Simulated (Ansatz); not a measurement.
Rows from a G0W0 calculation on LiCl (Fm-3m) (Ansatz 0.2.0; G0W0 on PBE, plane waves, PAW; PAW set soft_1; 6×6×6 mesh, 35 empty bands, screening to 60 eV, PAW set soft_1 files), in eV. Spin-orbit coupling is left out.

| row | k | band | start | Σx | Σc at the solution | Vxc |
| --- | --- | --- | --- | --- | --- | --- |
| A | Γ | v1 | 1.618 | -21.276 | 2.860 | -17.100 |
| B | Γ | c2 | 13.405 | -4.525 | -3.783 | -9.790 |
| C | Γ | c1 | 7.905 | -6.215 | -3.499 | -10.604 |

Work out each quasiparticle level and how far it moved.

The quasiparticle equation reads E = start + Σx + Σc(E) − Vxc.

| row | E (eV) | shift (eV) |
| --- | --- | --- |
| A | 0.303 | −1.315 |
| B | 14.888 | +1.483 |
| C | 8.796 | +0.891 |

Limits: not at the basis limit.

[Runs of the session that timed out or met a known fault of the program may be left out.]

[Cells called generated may have been cut or substituted from an entry of the Crystallography Open Database or the Materials Project.]

[Hosts, paths, dates, database ids (printed as entryN), source tags and the programs' standing remarks are cut or masked in the printed files.]
